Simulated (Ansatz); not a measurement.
**CdPb2, from a guessed structure to a relaxed one**

Starting from a made-up structure for CdPb2, the aim is the relaxed cell, its shortest contacts and, where a second run follows, its electronic structure.

Method: DFT, PBE, plane-wave PAW, files of the set soft_1, scalar-relativistic, no spin, cell and ions relaxed at zero pressure; PAW set soft_1, in the first sound run; inputs show where later runs differ, in Ansatz 0.2.0.

**1. The structure**

The structure is trigonal, space group R-3m (No. 166). The conventional cell has a = 4.246 Å, b = 4.246 Å, c = 17.195 Å, α = 90.00°, β = 90.00°, γ = 120.00°. Pb has 3 Pb at 2.76 Å and 4 Cd at 3.32 to 3.50 Å nearest. Nearest to Cd lie 8 Pb at 3.32 to 3.50 Å. Farther neighbours are not listed.

**2. Relaxing cell and atoms**

The guessed cell has no reason to be at equilibrium. It is relaxed with the atoms, within the space group of the guess.

input.yaml

```yaml
crystal:
  lattice:
    - [2.123, 1.225714621, 5.731666667]
    - [-2.123, 1.225714621, 5.731666667]
    - [0.0, -2.451429243, 5.731666667]
  atoms:
    - { symbol: Pb, position: [0.2034, 0.2034, 0.2034] }
    - { symbol: Pb, position: [0.7966, 0.7966, 0.7966] }
    - { symbol: Cd, position: [0.0, 0.0, 0.0] }
kpoints:
  mp_grid: { grid: [7, 7, 7] }
scf:
  occupations: { method: fermi_dirac, width: 0.05 }
hamiltonian:
  xc: pbe
  pseudopotentials: { kind: paw, azcp: { folder: soft_1 } }
relax:
  f_tol: 0.015
  max_steps: 70
  cell: {}
output:
  forces: true
  stress: true
```

The run is started by

```
> ansatz run input.yaml --threads 4 --pin off --max-ram 10240MiB --backend cpu --events-out ev --progress --plain --runs-dir out
```

Numbers of over 12 decimals in the logs are rounded to 6 here.

The log of the run:

```text
basis.fft_grid_basis auto: the FFT boxes are laid along the combinations [[1, 0, -1], [0, 1, -1], [0, 0, 1]] of the cell's own vectors, 4.246, 4.246 and 6.234 Å long. The dense box has 30×30×45 points. Along the cell's own vectors, as sized, it would have 45×45×45, 2.25 times as many. Of the 12 symmetry operations that the crystal satisfies within crystal.symmetry.tolerance (time reversal apart; of a slab, those that [...]
Engine: ansatz 0.2.0, aarch64-unknown-linux-gnu
Pseudopotentials: kind: paw
Pseudopotential: Pb, paw, valence charge 14, recommended cutoff 420 eV (normal), soft_1/Pb.paw.azcp
Pseudopotential: Cd, paw, valence charge 20, recommended cutoff 420 eV (normal), soft_1/Cd.paw.azcp
Functional definition: PBE
  parameter kappa = 0.804
  parameter beta = 0.066725
  exchange = pbe_x(kappa = kappa, mu = beta*pi^2/3)
  correlation = pbe_c(beta = beta)
Crystal: 3 atoms, lattice volume = 89.489 Å³
Basis set: ecut = 420 eV, 1765 PW (Γ), FFT grids on a1−a3, a2−a3, a3, exchange–correlation on 60×60×90 points (8 copies of the dense FFT grid, shifted against one another)
Bands: 29, of which v1, the nominal top of the filled ones, is band 24 counted from 1 (23 counted from 0)
Symmetry: 12 space group operations
Space group: R-3m (ITA 166), of the structure as read, at distance tolerance 4.5e-5 Å
k-points: 44 of 343
Non-local potential: Pb, projectors of the file, l = 0: 2, l = 1: 2, l = 2: 2, l = 3: 1
Non-local potential: Cd, projectors of the file, l = 0: 3, l = 1: 2, l = 2: 2, l = 3: 1
PAW form: soft (Blöchl's): semilocal exchange-correlation on the pseudo side does not see the compensation charge
PAW one-centre angular grid: Pb, 590 points (default); XC on 64 Gauss nodes
PAW one-centre angular grid: Cd, 590 points (default); XC on 64 Gauss nodes
Initial density: superposition of atomic densities (chi_scale 0.1, normalization cell, long waves kept (reshape's long-wave potential 0.04 eV rms))
Initial wavefunctions: pseudopotential atomic-orbital guess
Functional: x = pbe(κ = 0.804, μ = 0.219515), c = pbe(β = 0.066725)
SCF iter   1: F=—  HF=-32071.633036 eV  |F-HF|=—  |Δ(HF+E_count)|=         —  Δρ=4.13e-2  dr2=3.33e0  ethr=3.10e-3  ⟨swp⟩=6.9  Hψ=5644  notcnv=0
preconditioner: auto → LDOS  [metal: Δε(μ)=0.028 eV  Ē_g=15.037 eV  σ=0.050 eV  W_gap=0.14  n_scr=22 (ndim 8)  ℏωp=24.8 eV  f_vac=0.011  D(μ)=2.11/eV (n_scr^D=14)  β→1.0]
SCF iter   2: F=—  HF=-32071.036004 eV  |F-HF|=—  |Δ(HF+E_count)|=   5.97e-1  Δρ=4.28e-2  dr2=1.14e0  ethr=3.10e-3  ⟨swp⟩=3.7  Hψ=3141  notcnv=0  defer=11
SCF iter   3: F=—  HF=-32070.617424 eV  |F-HF|=—  |Δ(HF+E_count)|=   4.19e-1  Δρ=1.05e-2  dr2=1.20e-1  ethr=2.37e-3  ⟨swp⟩=2.9  Hψ=2720  notcnv=0  defer=12
SCF iter   4: F=—  HF=-32070.583158 eV  |F-HF|=—  |Δ(HF+E_count)|=   3.43e-2  Δρ=2.44e-3  dr2=1.05e-2  ethr=2.50e-4  ⟨swp⟩=2.9  Hψ=2761  notcnv=0  defer=12
SCF iter   5: F=—  HF=-32070.579818 eV  |F-HF|=—  |Δ(HF+E_count)|=   3.34e-3  Δρ=6.02e-4  dr2=3.34e-4  ethr=2.19e-5  ⟨swp⟩=2.1  Hψ=2341  notcnv=0  defer=12
SCF iter   6: F=—  HF=-32070.579959 eV  |F-HF|=—  |Δ(HF+E_count)|=   1.40e-4  Δρ=1.47e-4  dr2=3.38e-5  ethr=6.96e-7  ⟨swp⟩=2.8  Hψ=2136  notcnv=0  defer=12
SCF iter   7: F=—  HF=-32070.579945 eV  |F-HF|=—  |Δ(HF+E_count)|=   1.34e-5  Δρ=4.40e-5  dr2=1.35e-6  ethr=7.04e-8  ⟨swp⟩=2.0  Hψ=2142  notcnv=0  defer=12
SCF iter   8: F=-32070.579946 eV  HF=-32070.579946 eV  |F-HF|=1.47e-8  |Δ(HF+E_count)|=   8.68e-7  Δρ=7.87e-6  dr2=6.90e-8  ethr=2.08e-10  ⟨swp⟩=3.7  Hψ=5667  notcnv=0
SCF 1 converged in 8 iterations: F = -32070.579946 eV  dr2 = 6.90e-8
  greatest PAW one-centre occupation: 1.000 electrons in one spin orbital (limit 2), on the Cd atom at site 2 (counted from 0), in its partial waves of l = 0
relax step   1: F+E_penalty+E_count = -32070.57994606 eV  Δ(F+E_penalty+E_count) = +0.000e0 eV  max|allowed force component| = 2.964e0 eV/Å  Δτ_max = 0.0000 Å  P = +10.039 GPa  Ω = 89.489 Å³  (8 SCF iters, dr2 threshold 1.00e-7 eV, accepted)
Crystal: 3 atoms, lattice volume = 95.262 Å³
Basis set: ecut = 420 eV, 1873 PW (Γ), FFT grids on a1−a3, a2−a3, a3, exchange–correlation on 60×60×90 points (8 copies of the dense FFT grid, shifted against one another)
Initial density: handed on by an earlier stage of this run
Initial wavefunctions: those handed on with the density
iter 1 solved again at ethr=1.52e-4 eV; its pass at ethr=3.10e-3 eV (dr2=7.29e-2 eV) is discarded
SCF iter   1: F=—  HF=-32071.540734 eV  |F-HF|=—  |Δ(HF+E_count)|=         —  Δρ=7.60e-3  dr2=7.53e-2  ethr=1.52e-4  ⟨swp⟩=1.5  Hψ=7196  notcnv=0
preconditioner: auto → LDOS  [metal: Δε(μ)=0.082 eV  Ē_g=14.866 eV  σ=0.050 eV  W_gap=0.36  n_scr=22 (ndim 8)  ℏωp=24.1 eV  f_vac=0.028  D(μ)=1.32/eV (n_scr^D=2)  β→1.0]
SCF iter   2: F=—  HF=-32071.541719 eV  |F-HF|=—  |Δ(HF+E_count)|=   9.85e-4  Δρ=5.13e-3  dr2=4.43e-2  ethr=1.52e-4  ⟨swp⟩=3.0  Hψ=2569  notcnv=0
SCF iter   3: F=—  HF=-32071.529575 eV  |F-HF|=—  |Δ(HF+E_count)|=   1.21e-2  Δρ=9.56e-4  dr2=1.05e-3  ethr=9.24e-5  ⟨swp⟩=2.4  Hψ=2683  notcnv=0  defer=10
SCF iter   4: F=—  HF=-32071.529594 eV  |F-HF|=—  |Δ(HF+E_count)|=   1.89e-5  Δρ=2.52e-4  dr2=4.49e-5  ethr=2.19e-6  ⟨swp⟩=2.0  Hψ=2268  notcnv=0  defer=10
SCF iter   5: F=—  HF=-32071.529580 eV  |F-HF|=—  |Δ(HF+E_count)|=   1.41e-5  Δρ=1.59e-4  dr2=1.87e-5  ethr=9.36e-8  ⟨swp⟩=2.0  Hψ=2313  notcnv=0  defer=10
SCF iter   6: F=-32071.529574 eV  HF=-32071.529573 eV  |F-HF|=1.78e-7  |Δ(HF+E_count)|=   6.45e-6  Δρ=1.74e-5  dr2=1.82e-7  ethr=6.25e-10  ⟨swp⟩=3.9  Hψ=5333  notcnv=0
SCF 2 converged in 6 iterations: F = -32071.529574 eV  dr2 = 1.82e-7
relax step   2: F+E_penalty+E_count = -32071.52957364 eV  Δ(F+E_penalty+E_count) = -9.496e-1 eV  max|allowed force component| = 9.395e-1 eV/Å  Δτ_max = 0.1933 Å  P = +2.121 GPa  Ω = 95.262 Å³  energy of the carried Pulay correction = -1.130e-3 eV  (6 SCF iters, dr2 threshold 3.00e-7 eV, accepted)
Crystal: 3 atoms, lattice volume = 91.292 Å³
Basis set: ecut = 420 eV, 1783 PW (Γ), FFT grids on a1−a3, a2−a3, a3, exchange–correlation on 60×60×90 points (8 copies of the dense FFT grid, shifted against one another)
iter 1 solved again at ethr=6.00e-5 eV; its pass at ethr=3.10e-3 eV (dr2=2.88e-2 eV) is discarded
SCF iter   1: F=—  HF=-32071.667326 eV  |F-HF|=—  |Δ(HF+E_count)|=         —  Δρ=5.71e-3  dr2=2.87e-2  ethr=6.00e-5  ⟨swp⟩=1.9  Hψ=7055  notcnv=0
preconditioner: auto → Kerker (q_TF=auto, 2.451 Å⁻¹)  [metal: Δε(μ)=0.083 eV  Ē_g=14.917 eV  σ=0.050 eV  W_gap=0.38  n_scr=22 (ndim 8)  ℏωp=24.6 eV  f_vac=0.008  D(μ)=1.63/eV (n_scr^D=8)]
[...]
relax step   5: F+E_penalty+E_count = -32071.74379205 eV  Δ(F+E_penalty+E_count) = -2.460e-2 eV  max|allowed force component| = 6.388e-3 eV/Å  Δτ_max = 0.0237 Å  P = -0.101 GPa  Ω = 97.179 Å³  energy of the carried Pulay correction = -1.480e-3 eV  (6 SCF iters, dr2 threshold 3.00e-7 eV, accepted)
relax step   6: F+E_penalty+E_count = -32071.79195386 eV  Δ(F+E_penalty+E_count) = -4.816e-2 eV  max|allowed force component| = 2.411e-3 eV/Å  Δτ_max = 0.0272 Å  P = -0.358 GPa  Ω = 98.034 Å³  energy of the carried Pulay correction = -1.632e-3 eV  (6 SCF iters, dr2 threshold 3.00e-7 eV, accepted)
relax step   7: F+E_penalty+E_count = -32071.83701255 eV  Δ(F+E_penalty+E_count) = -4.506e-2 eV  max|allowed force component| = 6.262e-2 eV/Å  Δτ_max = 0.0305 Å  P = -0.286 GPa  Ω = 97.787 Å³  energy of the carried Pulay correction = -1.588e-3 eV  (6 SCF iters, dr2 threshold 3.00e-7 eV, accepted)
relax step   8: F+E_penalty+E_count = -32071.88848865 eV  Δ(F+E_penalty+E_count) = -5.148e-2 eV  max|allowed force component| = 7.498e-2 eV/Å  Δτ_max = 0.0497 Å  P = +0.195 GPa  Ω = 96.208 Å³  energy of the carried Pulay correction = -1.304e-3 eV  (6 SCF iters, dr2 threshold 3.00e-7 eV, accepted)
relax step   9: F+E_penalty+E_count = -32071.91879670 eV  Δ(F+E_penalty+E_count) = -3.031e-2 eV  max|allowed force component| = 9.216e-2 eV/Å  Δτ_max = 0.0554 Å  P = +0.345 GPa  Ω = 95.025 Å³  energy of the carried Pulay correction = -1.085e-3 eV  (6 SCF iters, dr2 threshold 3.00e-7 eV, accepted)
relax step  10: F+E_penalty+E_count = -32071.92162570 eV  Δ(F+E_penalty+E_count) = -2.829e-3 eV  max|allowed force component| = 6.674e-2 eV/Å  Δτ_max = 0.0192 Å  P = +0.185 GPa  Ω = 95.265 Å³  energy of the carried Pulay correction = -1.130e-3 eV  (4 SCF iters, dr2 threshold 3.00e-7 eV, accepted)
relax step  11: F+E_penalty+E_count = -32071.92615923 eV  Δ(F+E_penalty+E_count) = -4.534e-3 eV  max|allowed force component| = 1.801e-2 eV/Å  Δτ_max = 0.0763 Å  P = -0.024 GPa  Ω = 95.253 Å³  energy of the carried Pulay correction = -1.128e-3 eV  (6 SCF iters, dr2 threshold 2.78e-7 eV, accepted)
relax step  12: F+E_penalty+E_count = -32071.92646637 eV  Δ(F+E_penalty+E_count) = -3.071e-4 eV  max|allowed force component| = 5.371e-3 eV/Å  Δτ_max = 0.0305 Å  P = +0.029 GPa  Ω = 95.165 Å³  energy of the carried Pulay correction = -1.112e-3 eV  (6 SCF iters, dr2 threshold 2.03e-8 eV, accepted)
relax step  13: F+E_penalty+E_count = -32071.92657802 eV  Δ(F+E_penalty+E_count) = -1.116e-4 eV  max|allowed force component| = 3.915e-4 eV/Å  Δτ_max = 0.0036 Å  P = -0.009 GPa  Ω = 95.178 Å³  energy of the carried Pulay correction = -1.114e-3 eV  (6 SCF iters, dr2 threshold 1.20e-8 eV, accepted)
relax step  14: F+E_penalty+E_count = -32071.95450213 eV  Δ(F+E_penalty+E_count) = -2.792e-2 eV  max|allowed force component| = 5.981e-4 eV/Å  Δτ_max = 0.0000 Å  P = +0.614 GPa  Ω = 95.178 Å³  stress off target by 9.22e-1 GPa  SCF on the basis re-selected at this cell (its energy is not comparable with the rows above)  (7 SCF iters)
relax step  15: F+E_penalty+E_count = -32071.96538100 eV  Δ(F+E_penalty+E_count) = -1.088e-2 eV  max|allowed force component| = 1.482e-2 eV/Å  Δτ_max = 0.0511 Å  P = +0.159 GPa  Ω = 96.214 Å³  energy of the carried Pulay correction = -1.715e-4 eV  (5 SCF iters, dr2 threshold 3.00e-7 eV, accepted)
relax step  16: F+E_penalty+E_count = -32071.96589270 eV  Δ(F+E_penalty+E_count) = -5.117e-4 eV  max|allowed force component| = 5.300e-3 eV/Å  Δτ_max = 0.0112 Å  P = -0.099 GPa  Ω = 96.923 Å³  energy of the carried Pulay correction = -2.883e-4 eV  (5 SCF iters, dr2 threshold 1.54e-7 eV, accepted)
relax step  17: F+E_penalty+E_count = -32071.96617645 eV  Δ(F+E_penalty+E_count) = -2.838e-4 eV  max|allowed force component| = 1.397e-4 eV/Å  Δτ_max = 0.0120 Å  P = +0.030 GPa  Ω = 96.574 Å³  energy of the carried Pulay correction = -2.302e-4 eV  (5 SCF iters, dr2 threshold 3.60e-8 eV, accepted)
relax step  18: F+E_penalty+E_count = -32071.96618905 eV  Δ(F+E_penalty+E_count) = -1.260e-5 eV  max|allowed force component| = 5.152e-4 eV/Å  Δτ_max = 0.0044 Å  P = -0.009 GPa  Ω = 96.681 Å³  energy of the carried Pulay correction = -2.486e-4 eV  (5 SCF iters, dr2 threshold 8.47e-9 eV, accepted)
iter 1 solved again at ethr=1.10e-7 eV; its pass at ethr=3.10e-3 eV (dr2=5.30e-5 eV) is discarded
SCF iter   1: F=—  HF=-32071.966359 eV  |F-HF|=—  |Δ(HF+E_count)|=         —  Δρ=8.31e-5  dr2=5.30e-7  ethr=1.10e-7  ⟨swp⟩=3.3  Hψ=9037  notcnv=0
SCF iter   2: F=—  HF=-32071.966433 eV  |F-HF|=—  |Δ(HF+E_count)|=   7.39e-5  Δρ=1.28e-5  dr2=1.09e-7  ethr=1.10e-9  ⟨swp⟩=2.0  Hψ=2333  notcnv=0
SCF iter   3: F=—  HF=-32071.966433 eV  |F-HF|=—  |Δ(HF+E_count)|=   5.36e-8  Δρ=7.92e-6  dr2=4.47e-8  ethr=2.28e-10  ⟨swp⟩=2.0  Hψ=2332  notcnv=0
SCF iter   4: F=—  HF=-32071.966433 eV  |F-HF|=—  |Δ(HF+E_count)|=   6.18e-9  Δρ=2.11e-6  dr2=3.32e-9  ethr=9.32e-11  ⟨swp⟩=2.0  Hψ=2144  notcnv=0
SCF iter   5: F=—  HF=-32071.966433 eV  |F-HF|=—  |Δ(HF+E_count)|=  9.82e-11  Δρ=4.37e-7  dr2=1.48e-10  ethr=6.91e-12  ⟨swp⟩=2.0  Hψ=2032  notcnv=0
SCF iter   6: F=-32071.966433 eV  HF=-32071.966433 eV  |F-HF|=1.09e-11  |Δ(HF+E_count)|=  8.73e-11  Δρ=4.51e-8  dr2=2.49e-12  ethr=1.00e-12  ⟨swp⟩=6.1  Hψ=5944  notcnv=0
SCF 19 converged in 6 iterations: F = -32071.966433 eV  dr2 = 2.49e-12
relax step  19: F+E_penalty+E_count = -32071.96643290 eV  Δ(F+E_penalty+E_count) = -2.439e-4 eV  max|allowed force component| = 4.515e-4 eV/Å  Δτ_max = 0.0000 Å  P = -0.010 GPa  Ω = 96.681 Å³  stress off target by 1.14e-2 GPa  SCF on the basis re-selected at this cell (its energy is not comparable with the rows above)  (6 SCF iters)
basis re-selected at this cell: Δ(F+E_penalty+E_count) = -2.439e-4 eV, ΔP = -0.002 GPa vs the last step (what re-selecting the basis moved, of the pressure what is left beyond the Pulay correction that the steps carried, after the strain that the cell walked since its last selection, with what the two solves' SCF thresholds leave and, on support functions, any second-order correction that the steps lacked; it is no m [...]
SCF converged after 6 iterations
Free energy (F): -32071.966433 eV
Harris-Foulkes:  -32071.966433 eV  (|F-HF|=1.09e-11)
Internal energy: -32071.955830 eV  (E = F + TS)
E sigma→0 (E₀):  -32071.961131 eV
Entropy (-TS):   -0.010603 eV (-3.534 meV/atom)
Fermi energy:    9.472312 eV
--- Per-component energies (eV) ---
  E_band       = -600.028013
  E_kinetic    = 1026.044727
  E_local      = -6162.938612  (includes V_loc(G=0)·N_el)
  E_nonlocal   = 728.717134
  E_hartree    = 2687.566057
  E_xc         = -567.503806
  E_vxc        = -471.256656  (∫ρ·V_xc dr)
  E_paw        = -24884.963166  (= ΣΔE_a)
  E_vpaw       = -1095.727139  (= ΣTr[D̂ρ^β])
  E_aug_tail   = 0.000319  (compensation charges beyond the density's cutoff)
  E_ewald      = -4898.878482
  E_smearing   = -0.010603  (= −TS)
  E_closure    = -0.000000  (closes the sum)
  Σ components = -32071.966433   (vs F -32071.966433, Δ=0.00e0)
--- Forces (eV/Å), atoms counted from 1 ---
  atom   1  Pb     0.00000000    -0.00000000     0.00045154
  atom   2  Pb    -0.00000000     0.00000000    -0.00045154
  atom   3  Cd     0.00000000     0.00000000     0.00000000
  max |Σ_I F_I| component: 2.89e-19 eV/Å
--- Stress (GPa, compression-positive) ---
       -0.011441       0.000000      -0.000000
        0.000000      -0.011441      -0.000000
       -0.000000      -0.000000      -0.008412
  P = ⅓ Tr σ = -0.0104 GPa (-0.104 kbar)
--- Relaxed structure (17 steps of the walk, 17 accepted, 2 SCFs on fresh bases) ---
  F+E_penalty+E_count = -32071.96643290 eV   max|allowed force component| = 4.515e-4 eV/Å   (the final SCF, on the basis selected at the relaxed cell)
  cell:  # Å, volume = 96.6805 Å³
    - [2.551288, 1.472987, 4.287750]
    - [-2.551288, 1.472987, 4.287750]
    - [0, -2.945973, 4.287750]
  atoms:
    - { symbol: Pb, position: [0.246522, 0.246522, 0.246522] }
    - { symbol: Pb, position: [0.753478, 0.753478, 0.753478] }
    - { symbol: Cd, position: [-9.920392078650175e-19, -9.92039207865016e-19, -9.920392079012363e-19] }
```

Run time: 33 s. Hardware: 4 threads of Arm Neoverse V1, shared host; peak memory 0.46 GiB; 2.1 min of CPU time.

Step by step:

| step | energy less that of the first step (eV) | largest force component (eV/Å) | pressure (GPa) | volume (Å³) |
| --- | --- | --- | --- | --- |
| 1 | 0.0000 | 2.9643 | 10.04 | 89.49 |
| 2 | -0.9496 | 0.9395 | 2.12 | 95.26 |
| 3 | -1.0799 | 0.2392 | 2.40 | 91.29 |
| 4 | -1.1392 | 0.0653 | 0.63 | 95.18 |
| 5 | -1.1638 | 0.0064 | -0.10 | 97.18 |
| 6 | -1.2120 | 0.0024 | -0.36 | 98.03 |
| 7 | -1.2571 | 0.0626 | -0.29 | 97.79 |
| 8 | -1.3085 | 0.0750 | 0.19 | 96.21 |
| 9 | -1.3389 | 0.0922 | 0.35 | 95.02 |
| 10 | -1.3417 | 0.0667 | 0.18 | 95.26 |
| 11 | -1.3462 | 0.0180 | -0.02 | 95.25 |
| 12 | -1.3465 | 0.0054 | 0.03 | 95.17 |
| 13 | -1.3466 | 0.0004 | -0.01 | 95.18 |
| 14* | -1.3746 | 0.0006 | 0.61 | 95.18 |
| 15 | -1.3854 | 0.0148 | 0.16 | 96.21 |
| 16 | -1.3859 | 0.0053 | -0.10 | 96.92 |
| 17 | -1.3862 | 0.0001 | 0.03 | 96.57 |
| 18 | -1.3862 | 0.0005 | -0.01 | 96.68 |
| 19* | -1.3865 | 0.0005 | -0.01 | 96.68 |

Relaxation steps marked * repeat the geometry before them on a plane-wave basis chosen anew for their cell, so energy and pressure can jump there.

Forces are held to the 12 operations that the run works with; a distortion that breaks them can't arise in this run.

```
     cell as run  before  after   change
           a (Å)   6.234  5.202  -16.5 %
           b (Å)   6.234  5.202  -16.5 %
           c (Å)   6.234  5.202  -16.5 %
           α (°)   39.82  58.74  +47.5 %
           β (°)   39.82  58.74  +47.5 %
           γ (°)   39.82  58.74  +47.5 %
volume (Å³/atom)   29.83  32.23   +8.0 %
```

The atoms that moved most (Å, as changes of fractional coordinates times the final cell):

```
atom     dx     dy      dz  length
 Pb1  0.000  0.000   0.555   0.555
 Pb2  0.000  0.000  -0.555   0.555
```

The relaxed structure:

```xyz
3
Lattice="2.5513 1.4730 4.2877 -2.5513 1.4730 4.2877 0.0000 -2.9460 4.2877" Properties=species:S:1:pos:R:3 pbc="T T T"
Pb    0.0000    0.0000    3.1711
Pb    0.0000    0.0000    9.6922
Cd    0.0000    0.0000    0.0000
```

Numbers from this step:

```
free energy             : -32071.9664 eV
energy at zero smearing : -32071.9611 eV
smearing term TS        : 0.01060 eV
Fermi energy            : 9.472 eV
electrons               : 48
symmetry operations     : 12
pressure                : -0.01043 GPa
```

Shortest distances by pair of elements, guess and relaxed (not always the same contact):

```csv
pair,guess (Å),relaxed (Å)
Cd–Pb,3.317,3.151
Pb–Pb,2.758,3.592
Cd–Cd,4.246,5.103
```

The relaxation ends with a largest force component of 4.5e-4 eV/Å and a pressure of -0.01 GPa.

(Part 1 of 2 ends here.)

[Logs are printed without paths, hosts, clocks, repeated set-up lines and the standing remarks that a program may print on its own settings, such as how far it seeks lower states.]

[Hosts, paths, dates, database ids (printed as entryN), source tags and the programs' standing remarks are cut or masked in the printed files.]
